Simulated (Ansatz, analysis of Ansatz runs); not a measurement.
# Cu-H pair in ZnO: local vibrational mode, PBE

Aim: the local vibrational mode of the Cu-H pair in ZnO, to be set beside the measurement. Set-up: PBE, 72-site cell, PBE lattice, 420 eV, k: the single point 1/4 1/4 1/4. The model is a cell of 72 host atoms with Cu put on another atom's site and H put in between. The frequencies come from force constants among the defect atom and its neighbours, with the masses of the isotopes named. A local or semilocal functional is the cheapest first rung.

**The experiment.** O-H stretch, 1H: 3191.8 cm⁻¹, by IR absorption (quoted in “Hydrogen-related defects in hydrothermally grown ZnO studied by Fourier Transform Infrared Spectroscopy”, 2010, Halvard Haug, quoting earlier work (1978)). O-D stretch, 2H: 2379 cm⁻¹, by IR absorption (quoted in “Hydrogen-related defects in hydrothermally grown ZnO studied by Fourier Transform Infrared Spectroscopy”, 2010, Halvard Haug, quoting earlier work (1978)). The calculation is set beside it at the end.

Calculated with Ansatz 0.2.0; plane-wave PAW DFT, PBE; relaxation of all atoms of a defect supercell.

## Step 1: Set-up

The cell holds 73 atoms: 35 Zn, 36 O, 1 Cu and 1 H. Its edges and angles: a = 9.839 Å, b = 9.839 Å, c = 10.587 Å, α = 90.0°, β = 90.0°, γ = 120.0°. It derives from ZnO (space group P6_3mc). Nearest the centre at fractional (0.521, 0.375, 0.481): H73 at 0.63 Å, Cu38 at 1.08 Å, O28 at 1.62 Å, O39 at 2.29 Å, O60 at 2.29 Å, O36 at 2.29 Å, Zn25 at 2.77 Å, Zn30 at 2.79 Å.

The host's primitive cell comes from a first run (plane-wave PAW DFT, PBE; relaxation of the host's cell and atoms): vectors of 3.280, 3.280 and 5.293 Å. That is 12.33 Å³ an atom, 3.6 % over the diffraction cell's volume. The supercell is built on it.

## Step 2: Relaxation, charge 0

Every later number rests on the structure around the defect, so the atoms are relaxed at the host's lattice first.

relax/input.yaml

```yaml
relax:
  f_tol: 0.01
  max_steps: 80
  random_displacement: { amplitude: 0.02, seed: 928 }
crystal:
  lattice:
    - [9.83855992, 0.0, 0.0]
    - [-4.91927996, 8.52044283, 0.0]
    - [0.0, 0.0, 10.58650209]
  atoms:
    - { symbol: Zn, position: [0.111111111, 0.222222222, 0.249983552] }
    - { symbol: Zn, position: [0.222222222, 0.111111111, -1.6448e-05] }
    - { symbol: O, position: [0.222222222, 0.111111111, 0.189521448] }
    - { symbol: O, position: [0.111111111, 0.222222222, 0.439521448] }
    - { symbol: Zn, position: [0.111111111, 0.222222222, 0.749983552] }
    - { symbol: Zn, position: [0.222222222, 0.111111111, 0.499983552] }
    - { symbol: O, position: [0.222222222, 0.111111111, 0.689521448] }
    - { symbol: O, position: [0.111111111, 0.222222222, 0.939521448] }
    - { symbol: Zn, position: [0.111111111, 0.555555556, 0.249983552] }
    - { symbol: Zn, position: [0.222222222, 0.444444444, -1.6448e-05] }
    - { symbol: O, position: [0.222222222, 0.444444444, 0.189521448] }
    - { symbol: O, position: [0.111111111, 0.555555556, 0.439521448] }
    - { symbol: Zn, position: [0.111111111, 0.555555556, 0.749983552] }
    - { symbol: Zn, position: [0.222222222, 0.444444444, 0.499983552] }
    - { symbol: O, position: [0.222222222, 0.444444444, 0.689521448] }
    - { symbol: O, position: [0.111111111, 0.555555556, 0.939521448] }
    - { symbol: Zn, position: [0.111111111, 0.888888889, 0.249983552] }
    - { symbol: Zn, position: [0.222222222, 0.777777778, -1.6448e-05] }
    - { symbol: O, position: [0.222222222, 0.777777778, 0.189521448] }
    - { symbol: O, position: [0.111111111, 0.888888889, 0.439521448] }
    - { symbol: Zn, position: [0.111111111, 0.888888889, 0.749983552] }
    - { symbol: Zn, position: [0.222222222, 0.777777778, 0.499983552] }
    - { symbol: O, position: [0.222222222, 0.777777778, 0.689521448] }
    - { symbol: O, position: [0.111111111, 0.888888889, 0.939521448] }
    - { symbol: Zn, position: [0.444444444, 0.222222222, 0.249983552] }
    - { symbol: Zn, position: [0.555555556, 0.111111111, -1.6448e-05] }
    - { symbol: O, position: [0.555555556, 0.111111111, 0.189521448] }
    - { symbol: O, position: [0.430536717, 0.194406767, 0.43200244] }
    - { symbol: Zn, position: [0.444444444, 0.222222222, 0.749983552] }
    - { symbol: Zn, position: [0.555555556, 0.111111111, 0.499983552] }
    - { symbol: O, position: [0.555555556, 0.111111111, 0.689521448] }
    - { symbol: O, position: [0.444444444, 0.222222222, 0.939521448] }
    - { symbol: Zn, position: [0.444444444, 0.555555556, 0.249983552] }
    - { symbol: Zn, position: [0.555555556, 0.444444444, -1.6448e-05] }
    - { symbol: O, position: [0.555555556, 0.444444444, 0.189521448] }
    - { symbol: O, position: [0.444444444, 0.555555556, 0.439521448] }
    - { symbol: Zn, position: [0.444444444, 0.555555556, 0.749983552] }
    - { symbol: Cu, position: [0.580589466, 0.494512265, 0.51351021] }
    - { symbol: O, position: [0.555555556, 0.444444444, 0.689521448] }
    - { symbol: O, position: [0.444444444, 0.555555556, 0.939521448] }
    - { symbol: Zn, position: [0.444444444, 0.888888889, 0.249983552] }
    - { symbol: Zn, position: [0.555555556, 0.777777778, -1.6448e-05] }
    - { symbol: O, position: [0.555555556, 0.777777778, 0.189521448] }
    - { symbol: O, position: [0.444444444, 0.888888889, 0.439521448] }
    - { symbol: Zn, position: [0.444444444, 0.888888889, 0.749983552] }
    - { symbol: Zn, position: [0.555555556, 0.777777778, 0.499983552] }
    - { symbol: O, position: [0.555555556, 0.777777778, 0.689521448] }
    - { symbol: O, position: [0.444444444, 0.888888889, 0.939521448] }
    - { symbol: Zn, position: [0.777777778, 0.222222222, 0.249983552] }
    - { symbol: Zn, position: [0.888888889, 0.111111111, -1.6448e-05] }
    - { symbol: O, position: [0.888888889, 0.111111111, 0.189521448] }
    - { symbol: O, position: [0.777777778, 0.222222222, 0.439521448] }
    - { symbol: Zn, position: [0.777777778, 0.222222222, 0.749983552] }
    - { symbol: Zn, position: [0.888888889, 0.111111111, 0.499983552] }
    - { symbol: O, position: [0.888888889, 0.111111111, 0.689521448] }
    - { symbol: O, position: [0.777777778, 0.222222222, 0.939521448] }
    - { symbol: Zn, position: [0.777777778, 0.555555556, 0.249983552] }
    - { symbol: Zn, position: [0.888888889, 0.444444444, -1.6448e-05] }
    - { symbol: O, position: [0.888888889, 0.444444444, 0.189521448] }
    - { symbol: O, position: [0.777777778, 0.555555556, 0.439521448] }
    - { symbol: Zn, position: [0.777777778, 0.555555556, 0.749983552] }
    - { symbol: Zn, position: [0.888888889, 0.444444444, 0.499983552] }
    - { symbol: O, position: [0.888888889, 0.444444444, 0.689521448] }
    - { symbol: O, position: [0.777777778, 0.555555556, 0.939521448] }
    - { symbol: Zn, position: [0.777777778, 0.888888889, 0.249983552] }
    - { symbol: Zn, position: [0.888888889, 0.777777778, -1.6448e-05] }
    - { symbol: O, position: [0.888888889, 0.777777778, 0.189521448] }
    - { symbol: O, position: [0.777777778, 0.888888889, 0.439521448] }
    - { symbol: Zn, position: [0.777777778, 0.888888889, 0.749983552] }
    - { symbol: Zn, position: [0.888888889, 0.777777778, 0.499983552] }
    - { symbol: O, position: [0.888888889, 0.777777778, 0.689521448] }
    - { symbol: O, position: [0.777777778, 0.888888889, 0.939521448] }
    - { symbol: H, position: [0.485994001, 0.305320999, 0.462143448] }
basis:
  ecutwfc: 420
  xc_grid: 2
hamiltonian:
  xc: pbe
kpoints:
  mp_grid: { grid: [1, 1, 1], shift: [0.25, 0.25, 0.25] }
scf:
  occupations: { method: fermi_dirac, width: 0.01 }
  max_iter: 120
output:
  forces: true
checkpoint:
  write: "../relax.run"
  compress: false
  write_wavefunctions: true
  write_every: 100000
```

Run with:

```sh
ansatz run input.yaml --threads 2 --pin off --max-ram 4710MiB --backend cpu --events-out ev --progress --plain --runs-dir out
```

Numbers of over 12 decimals in the logs are rounded to 6 here.

What it wrote:

```text
[... repeated set-up lines and file paths are left out, and long positions are rounded to six places ...]
Engine: ansatz 0.2.0, aarch64-unknown-linux-gnu
Pseudopotentials: kind: paw
Pseudopotential: Zn, paw, valence charge 12, recommended cutoff 420 eV (normal), Zn.paw.azcp
Pseudopotential: O, paw, valence charge 6, recommended cutoff 420 eV (normal), O.paw.azcp
Pseudopotential: Cu, paw, valence charge 19, recommended cutoff 420 eV (normal), Cu.paw.azcp
Pseudopotential: H, paw, valence charge 1, recommended cutoff 420 eV (normal), H.paw.azcp
Functional definition: PBE
  parameter kappa = 0.804
  parameter beta = 0.066725
  exchange = pbe_x(kappa = kappa, mu = beta*pi^2/3)
  correlation = pbe_c(beta = beta)
Crystal: 73 atoms, lattice volume = 887.455 Å³
Basis set: ecut = 420 eV, 17351 PW (Γ), exchange–correlation on 144×144×144 points (8 copies of the dense FFT grid, shifted against one another)
Bands: 401, of which v1, the nominal top of the filled ones, is band 328 counted from 1 (327 counted from 0)
Symmetry: 1 space group operations
k-points: 1
Non-local potential: Zn, projectors of the file, l = 0: 2, l = 1: 2, l = 2: 3, l = 3: 1
Non-local potential: O, projectors of the file, l = 0: 2, l = 1: 2, l = 2: 1
Non-local potential: Cu, projectors of the file, l = 0: 3, l = 1: 2, l = 2: 3, l = 3: 1
Non-local potential: H, projectors of the file, l = 0: 2, l = 1: 1
PAW form: soft (Blöchl's): semilocal exchange-correlation on the pseudo side does not see the compensation charge
PAW one-centre angular grid: Zn, 590 points (default); XC on 64 Gauss nodes
PAW one-centre angular grid: O, 110 points (default); XC on 64 Gauss nodes
PAW one-centre angular grid: Cu, 590 points (default); XC on 64 Gauss nodes
PAW one-centre angular grid: H, 110 points (default); XC on 64 Gauss nodes
Initial density: superposition of atomic densities (neutral atoms: chi_scale 0, normalization atom), corrected by the library's trained network
Initial wavefunctions: pseudopotential atomic-orbital guess
Functional: x = pbe(κ = 0.804, μ = 0.219515), c = pbe(β = 0.066725)
SCF iter   1: F=—  HF=-143246.537996 eV  |F-HF|=—  |Δ(HF+E_count)|=         —  Δρ=5.48e-3  dr2=3.69e-1  ethr=1.77e-3  ⟨swp⟩=6.0  Hψ=1423  notcnv=0  defer=4
preconditioner: auto → Resta (q_TF=auto, 2.594 Å⁻¹)  ε∞=7.5  [insulator: Δε(μ)=1.174 eV  Ē_g=12.418 eV  σ=0.010 eV  W_gap=1.00  n_scr=242 (ndim 8)  ℏωp=31.7 eV  f_vac=0.043  D(μ)=0.00/eV (n_scr^D=0)  ε∞_Penn≈7.5]
SCF iter   2: F=—  HF=-143246.523822 eV  |F-HF|=—  |Δ(HF+E_count)|=   1.42e-2  Δρ=5.02e-3  dr2=1.34e-1  ethr=5.62e-5  ⟨swp⟩=2.0  Hψ=796  notcnv=0  defer=67
SCF iter   3: F=—  HF=-143246.498237 eV  |F-HF|=—  |Δ(HF+E_count)|=   2.56e-2  Δρ=2.38e-3  dr2=8.64e-2  ethr=2.04e-5  ⟨swp⟩=2.0  Hψ=796  notcnv=0  defer=67
SCF iter   4: F=—  HF=-143246.484849 eV  |F-HF|=—  |Δ(HF+E_count)|=   1.34e-2  Δρ=7.47e-4  dr2=1.71e-2  ethr=1.32e-5  ⟨swp⟩=2.0  Hψ=628  notcnv=0  defer=67
SCF iter   5: F=—  HF=-143246.481862 eV  |F-HF|=—  |Δ(HF+E_count)|=   2.99e-3  Δρ=5.43e-4  dr2=2.80e-3  ethr=2.60e-6  ⟨swp⟩=2.0  Hψ=755  notcnv=0  defer=67
SCF iter   6: F=—  HF=-143246.481715 eV  |F-HF|=—  |Δ(HF+E_count)|=   1.47e-4  Δρ=2.29e-4  dr2=7.05e-4  ethr=4.26e-7  ⟨swp⟩=2.0  Hψ=662  notcnv=0  defer=67
SCF iter   7: F=—  HF=-143246.481610 eV  |F-HF|=—  |Δ(HF+E_count)|=   1.05e-4  Δρ=1.74e-4  dr2=2.91e-4  ethr=1.07e-7  ⟨swp⟩=2.0  Hψ=662  notcnv=0  defer=67
SCF iter   8: F=—  HF=-143246.481597 eV  |F-HF|=—  |Δ(HF+E_count)|=   1.32e-5  Δρ=6.26e-5  dr2=2.47e-5  ethr=4.43e-8  ⟨swp⟩=2.0  Hψ=662  notcnv=0  defer=67
SCF iter   9: F=—  HF=-143246.481605 eV  |F-HF|=—  |Δ(HF+E_count)|=   8.92e-6  Δρ=4.29e-5  dr2=1.30e-5  ethr=3.77e-9  ⟨swp⟩=2.0  Hψ=662  notcnv=0  defer=67
SCF iter  10: F=-143246.481603 eV  HF=-143246.481603 eV  |F-HF|=2.81e-7  |Δ(HF+E_count)|=   2.55e-6  Δρ=7.86e-6  dr2=6.05e-7  ethr=3.81e-10  ⟨swp⟩=3.0  Hψ=1583  notcnv=0
SCF 1 converged in 10 iterations: F = -143246.481603 eV  dr2 = 6.05e-7
  greatest PAW one-centre occupation: 1.000 electrons in one spin orbital (limit 2), on the Cu atom at site 37 (counted from 0), in its partial waves of l = 0
relax step   1: F+E_penalty+E_count = -143246.48160317 eV  Δ(F+E_penalty+E_count) = +0.000e0 eV  max|allowed force component| = 1.556e0 eV/Å  Δτ_max = 0.0000 Å  (10 SCF iters, dr2 threshold 2.50e-6 eV, accepted)
[... the SCF cycles and remarks between the steps are left out from here to the last step ...]
relax step   2: F+E_penalty+E_count = -143246.87423705 eV  Δ(F+E_penalty+E_count) = -3.926e-1 eV  max|allowed force component| = 9.228e-1 eV/Å  Δτ_max = 0.0758 Å  (6 SCF iters, dr2 threshold 1.00e-4 eV, accepted)
relax step   3: F+E_penalty+E_count = -143247.17060064 eV  Δ(F+E_penalty+E_count) = -2.964e-1 eV  max|allowed force component| = 1.296e-1 eV/Å  Δτ_max = 0.1165 Å  (7 SCF iters, dr2 threshold 5.32e-5 eV, accepted)
relax step   4: F+E_penalty+E_count = -143247.18046932 eV  Δ(F+E_penalty+E_count) = -9.869e-3 eV  max|allowed force component| = 1.095e-1 eV/Å  Δτ_max = 0.1058 Å  (9 SCF iters, dr2 threshold 1.05e-6 eV, accepted)
relax step   5: F+E_penalty+E_count = -143247.18769886 eV  Δ(F+E_penalty+E_count) = -7.230e-3 eV  max|allowed force component| = 8.417e-2 eV/Å  Δτ_max = 0.0202 Å  (8 SCF iters, dr2 threshold 7.49e-7 eV, accepted)
relax step   6: F+E_penalty+E_count = -143247.20509989 eV  Δ(F+E_penalty+E_count) = -1.740e-2 eV  max|allowed force component| = 1.938e-1 eV/Å  Δτ_max = 0.1502 Å  (9 SCF iters, dr2 threshold 4.19e-6 eV, accepted)
relax step   7: F+E_penalty+E_count = -143247.20623861 eV  Δ(F+E_penalty+E_count) = -1.139e-3 eV  max|allowed force component| = 2.603e-1 eV/Å  Δτ_max = 0.1939 Å  (8 SCF iters, dr2 threshold 2.22e-5 eV, accepted)
relax step   8: F+E_penalty+E_count = -143247.18813120 eV  Δ(F+E_penalty+E_count) = +1.811e-2 eV  max|allowed force component| = 3.134e-1 eV/Å  Δτ_max = 0.2000 Å  (7 SCF iters, dr2 threshold 6.78e-5 eV, rejected (line search))
relax step   9: F+E_penalty+E_count = -143247.22582603 eV  Δ(F+E_penalty+E_count) = -1.959e-2 eV  max|allowed force component| = 6.081e-2 eV/Å  Δτ_max = 0.0683 Å  (11 SCF iters, accepted)
relax step  10: F+E_penalty+E_count = -143247.22771846 eV  Δ(F+E_penalty+E_count) = -1.892e-3 eV  max|allowed force component| = 2.606e-2 eV/Å  Δτ_max = 0.0135 Å  (8 SCF iters, dr2 threshold 2.31e-7 eV, accepted)
relax step  11: F+E_penalty+E_count = -143247.22784655 eV  Δ(F+E_penalty+E_count) = -1.281e-4 eV  max|allowed force component| = 3.337e-2 eV/Å  Δτ_max = 0.0043 Å  (7 SCF iters, accepted)
relax step  12: F+E_penalty+E_count = -143247.22790958 eV  Δ(F+E_penalty+E_count) = -6.302e-5 eV  max|allowed force component| = 4.429e-3 eV/Å  Δτ_max = 0.0015 Å  (5 SCF iters, dr2 threshold 2.04e-7 eV, accepted)
iter 1 solved again at ethr=4.44e-11 eV; its pass at ethr=3.10e-3 eV (dr2=2.91e-7 eV) is discarded
SCF iter   1: F=—  HF=-143247.227386 eV  |F-HF|=—  |Δ(HF+E_count)|=         —  Δρ=8.56e-6  dr2=3.06e-7  ethr=4.44e-11  ⟨swp⟩=3.0  Hψ=1433  notcnv=0  defer=67
SCF iter   2: F=—  HF=-143247.227910 eV  |F-HF|=—  |Δ(HF+E_count)|=   5.24e-4  Δρ=4.96e-6  dr2=1.47e-7  ethr=4.44e-11  ⟨swp⟩=3.0  Hψ=943  notcnv=0  defer=67
SCF iter   3: F=-143247.227910 eV  HF=-143247.227910 eV  |F-HF|=5.50e-9  |Δ(HF+E_count)|=   1.05e-8  Δρ=3.25e-6  dr2=6.88e-8  ethr=1.52e-11  ⟨swp⟩=4.0  Hψ=1164  notcnv=0
SCF 13 converged in 3 iterations: F = -143247.227910 eV  dr2 = 6.88e-8
relax step  13: F+E_penalty+E_count = -143247.22790961 eV  Δ(F+E_penalty+E_count) = -3.329e-8 eV  max|allowed force component| = 4.432e-3 eV/Å  Δτ_max = 0.0000 Å  (3 SCF iters, accepted)
NSCF: frozen V_eff on 1 k-points
the band table was solved once a step of the walk had ended and its energy, with any forces and stress, was formed, with the checks that follow a solve (1342 applications of the Hamiltonian). They found nothing against the state; [...]
SCF converged after 3 iterations
Free energy (F): -143247.227910 eV
Harris-Foulkes:  -143247.227910 eV  (|F-HF|=5.50e-9)
Internal energy: -143247.227910 eV  (E = F + TS)
E sigma→0 (E₀):  -143247.227910 eV
Fermi energy:    8.288430 eV
--- Per-component energies (eV) ---
  E_band       = 399.470387
  E_kinetic    = 11167.844289
  E_local      = -76967.741096  (includes V_loc(G=0)·N_el)
  E_nonlocal   = 23812.847493
  E_hartree    = 31779.223333
  E_xc         = -7510.466396
  E_vxc        = -5278.714271  (∫ρ·V_xc dr)
  E_paw        = -71486.761927  (= ΣΔE_a)
  E_vpaw       = -15893.268196  (= ΣTr[D̂ρ^β])
  E_aug_tail   = 0.074222  (compensation charges beyond the density's cutoff)
  E_ewald      = -54042.247828
  E_smearing   = -0.000000  (= −TS)
  E_closure    = -0.000000  (closes the sum)
  Σ components = -143247.227910   (vs F -143247.227910, Δ=0.00e0)
--- Forces (eV/Å), atoms counted from 1 ---
  atom   1  Zn    -0.00000044    -0.00014966     0.00019955
  atom   2  Zn    -0.00037035     0.00006729     0.00025167
  [... 3 atoms left out ...]
  atom   6  Zn     0.00074949    -0.00013344    -0.00040656
  [... 18 atoms left out ...]
  atom  25  Zn     0.00001415    -0.00049861    -0.00024497
  [... 2 atoms left out ...]
  atom  28  O      0.00015640     0.00443144     0.00159366
  atom  29  Zn    -0.00008513    -0.00163864     0.00046314
  atom  30  Zn    -0.00049007     0.00018442    -0.00039785
  [... 5 atoms left out ...]
  atom  36  O      0.00092352     0.00103395    -0.00000086
  [... 1 atom left out ...]
  atom  38  Cu     0.00139467     0.00079744    -0.00016391
  atom  39  O      0.00020693    -0.00060066    -0.00108989
  [... 20 atoms left out ...]
  atom  60  O     -0.00062786     0.00031816     0.00103626
  [... 12 atoms left out ...]
  atom  73  H     -0.00030555    -0.00361212    -0.00006135
  max |Σ_I F_I| component: 9.31e-5 eV/Å
--- Band table (eV) ---
  k-point 0: bands = ["-103.3843", "-60.9408", "-60.8548", "-60.5661", [... 393 left out ...] "16.7401", "16.7827", "16.8141", "16.8611"]
--- Relaxed structure (13 steps of the walk, 12 accepted, 0 SCFs on fresh bases) ---
  F+E_penalty+E_count = -143247.22790961 eV   max|allowed force component| = 4.432e-3 eV/Å
  atoms:
    - { symbol: Zn, position: [0.109981, 0.222295, 0.249596] }
    - { symbol: Zn, position: [0.219356, 0.109736, -0.001887] }
    [... 3 atoms left out ...]
    - { symbol: Zn, position: [0.209100, 0.104010, 0.502370] }
    [... 18 atoms left out ...]
    - { symbol: Zn, position: [0.441765, 0.218551, 0.234698] }
    [... 2 atoms left out ...]
    - { symbol: O, position: [0.430954, 0.199084, 0.429656] }
    - { symbol: Zn, position: [0.441420, 0.220478, 0.750781] }
    - { symbol: Zn, position: [0.559671, 0.103809, 0.501825] }
    [... 5 atoms left out ...]
    - { symbol: O, position: [0.446857, 0.552733, 0.440371] }
    [... 1 atom left out ...]
    - { symbol: Cu, position: [0.626258, 0.506791, 0.541884] }
    - { symbol: O, position: [0.548311, 0.445064, 0.707034] }
    [... 20 atoms left out ...]
    - { symbol: O, position: [0.793518, 0.565480, 0.428656] }
    [... 12 atoms left out ...]
    - { symbol: H, position: [0.484851, 0.310828, 0.456671] }
```

It took 8.7 min on 2 threads of Arm Neoverse V2, shared host; peak memory 2.3 GiB.

[end of part 1 of 2]

[Logs are printed without paths, hosts, clocks, repeated set-up lines and the standing remarks that a program may print on its own settings, such as how far it seeks lower states.]

[Hosts, paths, dates, database ids (printed as entryN), source tags and the programs' standing remarks are cut or masked in the printed files.]

[For some hosts the program warned that the k-mesh of the response run may be too coarse for force constants and the static dielectric constant; such warnings are not shown here.]
